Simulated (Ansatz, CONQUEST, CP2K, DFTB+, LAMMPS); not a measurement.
## Liquid Mg at 1150 K (73 atoms): one structure in several programs

How near do other programs and methods come to a plane-wave reference for liquid Mg at 1150 K (73 atoms)? A plane-wave run serves as the reference.

Program: Ansatz 0.2.0. Level of theory: Kohn-Sham DFT, PBE, PAW, plane waves. Values are calculated unless marked as measured.

### 1. The structure

The cell holds 73 atoms: 73 Mg. Cell: a = 12.583 Å, b = 12.583 Å, c = 12.583 Å, α = 90.0°, β = 90.0°, γ = 90.0°. 73 atoms (73 Mg) placed at random at 1.59 g/cm³, melted at 1150 K for 10 ps at fixed volume with the EAM Mg potential (Sun et al., Phys. Rev. B 73, 024116 (2006)). Snapshot at the end of a hold of 10 ps at 1150 K and zero pressure.

### 2. Reference: Ansatz, plane waves

The PAW files are the set soft_2.

Contents of input.yaml:

```yaml
crystal:
  lattice:
    - [12.58321, 0.0, 0.0]
    - [0.0, 12.58321, 0.0]
    - [0.0, 0.0, 12.58321]
  atoms:
    - { symbol: Mg, position: [0.9637, 0.12292, 0.03765] }
    - { symbol: Mg, position: [0.7766, 0.47833, 0.06528] }
    - { symbol: Mg, position: [0.84324, 0.10551, 0.8075] }
    - { symbol: Mg, position: [0.33722, 0.83561, 0.46971] }
    [... 63 atom lines left out ...]
    - { symbol: Mg, position: [0.83572, 0.64729, 0.65992] }
    - { symbol: Mg, position: [0.7594, 0.48343, 0.28866] }
    - { symbol: Mg, position: [0.53493, 0.55384, 0.17092] }
    - { symbol: Mg, position: [0.71059, 0.71583, 0.34161] }
    - { symbol: Mg, position: [0.00507, 0.44639, 0.31182] }
    - { symbol: Mg, position: [0.35846, 0.30135, 0.12156] }
kpoints:
  mp_grid: { grid: [1, 1, 1] }
hamiltonian:
  xc: pbe
scf:
  occupations: { method: fermi_dirac, width: 0.05 }
output:
  forces: true
  eigenvalues: true
  populations: true
  stress: true
```

Started as:

```console
ansatz run input.yaml --threads 4 --pin off --max-ram 8192MiB --backend cpu --events-out ev --progress --plain --runs-dir out
```

What it wrote:

```text
[...]
Pseudopotentials: kind: paw
Pseudopotential: Mg, paw, valence charge 10, recommended cutoff 420 eV (normal), Mg.paw.azcp
[... 5 lines on functional and potentials left out ...]
Crystal: 73 atoms, lattice volume = 1992.390 Å³
Basis set: ecut = 420 eV, 39007 PW (Γ), exchange–correlation on 180×180×180 points (8 copies of the dense FFT grid, shifted against one another)
Bands: 438, of which v1, the nominal top of the filled ones, is band 365 counted from 1 (364 counted from 0)
Symmetry: 1 space group operations
Space group: P1 (ITA 1), of the structure as read, at distance tolerance 1.3e-4 Å
k-points: 1
[... 3 lines on functional and potentials left out ...]
Initial density: superposition of atomic densities (neutral atoms: chi_scale 0, normalization atom), corrected by the library's trained network
Initial wavefunctions: pseudopotential atomic-orbital guess
[...]
SCF iter   1: F=—  HF=-140420.466847 eV  |F-HF|=—  |Δ(HF+E_count)|=         —  Δρ=2.60e-3  dr2=1.21e0  ethr=1.77e-3  ⟨swp⟩=6.0  Hψ=1587  notcnv=0  defer=46
preconditioner: auto → Kerker (q_TF=auto, 2.308 Å⁻¹)  [metal: Δε(μ)=0.015 eV  Ē_g=4.485 eV  σ=0.050 eV  W_gap=0.07  n_scr=436 (ndim 8)  ℏωp=10.1 eV  f_vac=0.003  D(μ)=40.48/eV (n_scr^D=250)]
[...]
SCF iter   9: F=—  HF=-140420.266623 eV  |F-HF|=—  |Δ(HF+E_count)|=   1.31e-7  Δρ=1.55e-6  dr2=1.12e-7  ethr=1.91e-10  ⟨swp⟩=2.0  Hψ=686  notcnv=0  defer=55
SCF iter  10: F=-140420.266623 eV  HF=-140420.266623 eV  |F-HF|=6.75e-9  |Δ(HF+E_count)|=   2.88e-9  Δρ=6.82e-7  dr2=2.61e-8  ethr=1.37e-11  ⟨swp⟩=13.0  Hψ=2089  notcnv=0
SCF 1 converged in 10 iterations: F = -140420.266623 eV  dr2 = 2.61e-8
[...]
SCF converged after 10 iterations
Free energy (F): -140420.266623 eV
Harris-Foulkes:  -140420.266623 eV  (|F-HF|=6.75e-9)
Internal energy: -140419.889984 eV  (E = F + TS)
E sigma→0 (E₀):  -140420.078303 eV
Entropy (-TS):   -0.376639 eV (-5.159 meV/atom)
Fermi energy:    3.831442 eV
--- Per-component energies (eV) ---
[...]
Σ components = -140420.266623   (vs F -140420.266623, Δ=0.00e0)
--- Forces (eV/Å), atoms counted from 1 ---
  atom   1  Mg    -0.46437310     0.01449589     0.57047132
  atom   2  Mg    -0.07208642     0.72794483     0.33940565
  atom   3  Mg     0.13967402     0.11477537    -0.58067080
  atom   4  Mg    -0.63596642    -0.28003374     0.26496719
[...]
atom  73  Mg    -0.25789400    -0.15635007     0.05658344
  max |Σ_I F_I| component: 9.04e-6 eV/Å
--- Stress (GPa, compression-positive) ---
       -0.668789       0.104546      -0.057030
        0.104546       0.907394       0.329806
       -0.057030       0.329806      -0.310791
  P = ⅓ Tr σ = -0.0241 GPa (-0.241 kbar)
--- Band table (eV) ---
  k-point 0: bands = ["-72.3575", "-72.3002", "-72.1658", "-72.1401", [... 422 levels ...], "7.2805", "7.2846", "7.3167", "7.3722", "7.3808", "7.4499", "7.4756", "7.5272", "7.5729", "7.6309", "7.6679", "7.6927"]
--- Löwdin populations: 73 sites ---
  site symbol       q [e]
     0     Mg      9.4897
     1     Mg      9.5301
     2     Mg      9.5274
[...]
72     Mg      9.5152
  spilling = 0.046954 (of n_electrons = 730.000000)
```

Run time: 20 s. Hardware: 4 threads of Intel Xeon 6975P-C (Granite Rapids), shared host; peak memory 2.6 GiB.

The column dr2 measures how far the density is from self-consistency, as an energy; F and HF (Harris–Foulkes) agree once it is small.

Numbers from this run:

| Quantity | Value |
| --- | --- |
| free energy | -140420.2666 eV |
| free energy per atom | -1923.5653 eV/atom |
| SCF cycles | 10 |
| pressure | -0.02406 GPa |
| r.m.s. force component | 0.5832 eV/Å |
| longest force | 3.316 eV/Å |
| Fermi energy | 3.831 eV |
| levels partly filled by over 2 per cent | 9 |
| spilling of the projection | 0.04695 |

Neighbours are counted within 3.77 Å (Mg-Mg).

Length of the force by element and coordination:

```tsv
element	coordination	atoms	mean length of the force (eV/Å)	spread	least	most
Mg	all	73	0.822	0.587	0.108	3.32
Mg	6	3	1.20	0.213	1.02	1.50
Mg	7	6	0.910	0.346	0.515	1.39
Mg	8	15	0.769	0.309	0.247	1.38
Mg	9	21	0.671	0.424	0.179	2.41
Mg	10	14	0.933	0.857	0.108	3.08
Mg	11	11	0.682	0.239	0.236	1.12
Mg	12	3	1.60	1.29	0.224	3.32
```

The levels nearest the highest filled one (over half full), pooled over k-points and spins:

```tsv
level less the highest filled one (eV)	occupation
-0.198	1.97
-0.172	1.95
-0.125	1.88
-0.118	1.87
-0.0386	1.49
0	1.14
0.0238	0.907
0.0572	0.597
0.140	0.151
0.194	0.054
0.258	0.015
0.353	0.002
```

The run ends at a pressure of -0.02 GPa, with forces up to 3.3 eV/Å.

### 3. The ladder

The programs:
- CONQUEST 1.3: pseudo-atomic orbitals (double zeta with polarisation, or contracted to multi-site or on-site support functions) with norm-conserving potentials on an integration grid.
- CP2K 2026.2: Gaussian basis with GTH pseudopotentials and a plane-wave density; labels give functional, basis (MOLOPT sets; SR short-range, UZH the newer set with its own potentials), grid cutoff/relative cutoff and solver (OT: orbital transformation; TRS4, TC2, SIGN: linear-scaling purification with its sparsity filter), or its built-in tight binding.
- DFTB+ 25.1: tight binding, with Slater–Koster sets (DFTB) or xTB through its tblite library.

All use the same cell and atoms; the electronic-structure runs use the same k-mesh, and an electronic temperature of 580 K (0.05 eV) where levels are smeared.

Differences are against the plane-wave reference, forces as r.m.s. over components; share is that over the reference's r.m.s. force, slope the least-squares factor from reference forces to these. Total energies of different programs have different zeros and aren't compared.

```tsv
run	Δ force, r.m.s. (meV/Å)	share (%)	slope	Δ pressure (GPa)	cores	CPU time	memory (GiB)
reference	-	-	-	-	4	73 s	2.6
CONQUEST PBE, grid 120 Ha	378	64.8	1.055	1.04	2	7.4 min	11
CONQUEST PBE, grid 40 Ha (coarse)	7171	1230	0.808	6.42	1	1.8 min	2.9
CONQUEST PBEsol, grid 120 Ha	280	48.0	1.054	0.447	2	5.9 min	11
CP2K GFN1-xTB, diagonalisation	230	39.4	1.134	11.0	1	4.4 s	0.27
DFTB+ DFTB 3ob-3-1	373	63.9	0.567	3.73	1	0.74 s	0.15
DFTB+ IPEA1-xTB	359	61.5	1.271	22.3	1	5.6 s	0.19
```

Rows marked coarse use a setting chosen to be so.

CPU time is summed over cores on a shared host, where runs went side by side, so it is rough. Symmetry, cutoffs, thresholds, outputs and thread counts weren't matched or tuned between programs; memory under MPI is the largest rank's times the ranks.

Within one program, basis, potentials and functional, energies share a zero. Each run against its twin at the usual cutoff or grid and solver:

```tsv
run	twin	Δ energy (meV/atom)	Δ force, r.m.s. (meV/Å)	CPU time over the twin's
CONQUEST PBE, grid 40 Ha	grid 120 Ha	-733	7211	0.25 (this twin ran on 2 cores)
```

### 4. What came out

| Item | Value |
| --- | --- |
| reference r.m.s. force component | 0.583 eV/Å |
| nearest in forces | CP2K GFN1-xTB, diagonalisation, 39 % |
| farthest in forces | CONQUEST PBE, grid 40 Ha (coarse), 1230 % |
| cheapest electronic-structure run beside the reference | DFTB+ DFTB 3ob-3-1, 0.74 s of CPU time |

In words: The PBE run in local orbitals, coarse settings apart, differs by 65 % (CONQUEST PBE, grid 120 Ha); basis, grid and potentials can all enter, and differences of this size make the forces unusable. Tight binding differs by 39 % (CP2K GFN1-xTB, diagonalisation) to 64 % (DFTB+ DFTB 3ob-3-1); it is another model, with fitted parameters of its own, and the xTB methods hold dispersion. Rows with another functional or a dispersion term differ by 48 % (CONQUEST PBEsol, grid 120 Ha), which mixes the change of model with differences of basis and potentials. IPEA1-xTB was fitted to ionisation energies and electron affinities, not to forces or charges. Runs with settings chosen to be coarse differ by 1230 % (CONQUEST PBE, grid 40 Ha), their programs' other errors included. Of the electronic-structure runs that take under half the reference's CPU time, CP2K GFN1-xTB, diagonalisation comes nearest, at 39 % in 4.4 s against 73 s; its pressure misses by +11.0 GPa. In pressure, CONQUEST PBE, grid 40 Ha misses by +6.4 GPa, at the same functional. In the reference: 9 levels are partly filled, by over 2 % (at Γ alone), as in a metal. Periodic xTB results under one method name differ between programs and library versions (DFTB+ here holds tblite 0.3). The frame stands for 1150 K, but pressures are static and levels are smeared at 580 K, under the temperature of the frame, which matters where levels are partly filled. The network of bonds at the start is that of the classical potential that made the cell, and needn't be the one that DFT or experiment would give. The electronic-structure runs sample only Γ, in a cell whose shortest periodic width is 13 Å, which is coarse for a cell with partly filled levels.

[Long decimals in the printed logs are rounded to 6 places.]

[Also dropped from logs without a mark: lines with file paths, logging warnings of Python, QE's lines on negative density and diagonalisation, SIESTA's first energy breakdown, zero terms and Voronoi charges.]

[Logs are printed without paths, hosts, clocks, repeated set-up lines and the standing remarks that a program may print on its own settings, such as how far it seeks lower states.]

[Hosts, paths, dates, database ids (printed as entryN), source tags and the programs' standing remarks are cut or masked in the printed files.]

[Not all failed runs are listed: runs killed by the host, ended in a Python traceback or in CONQUEST's support-function errors, and SIESTA runs with faulty potentials for Cu, Fe, Ni or Zn are left out.]
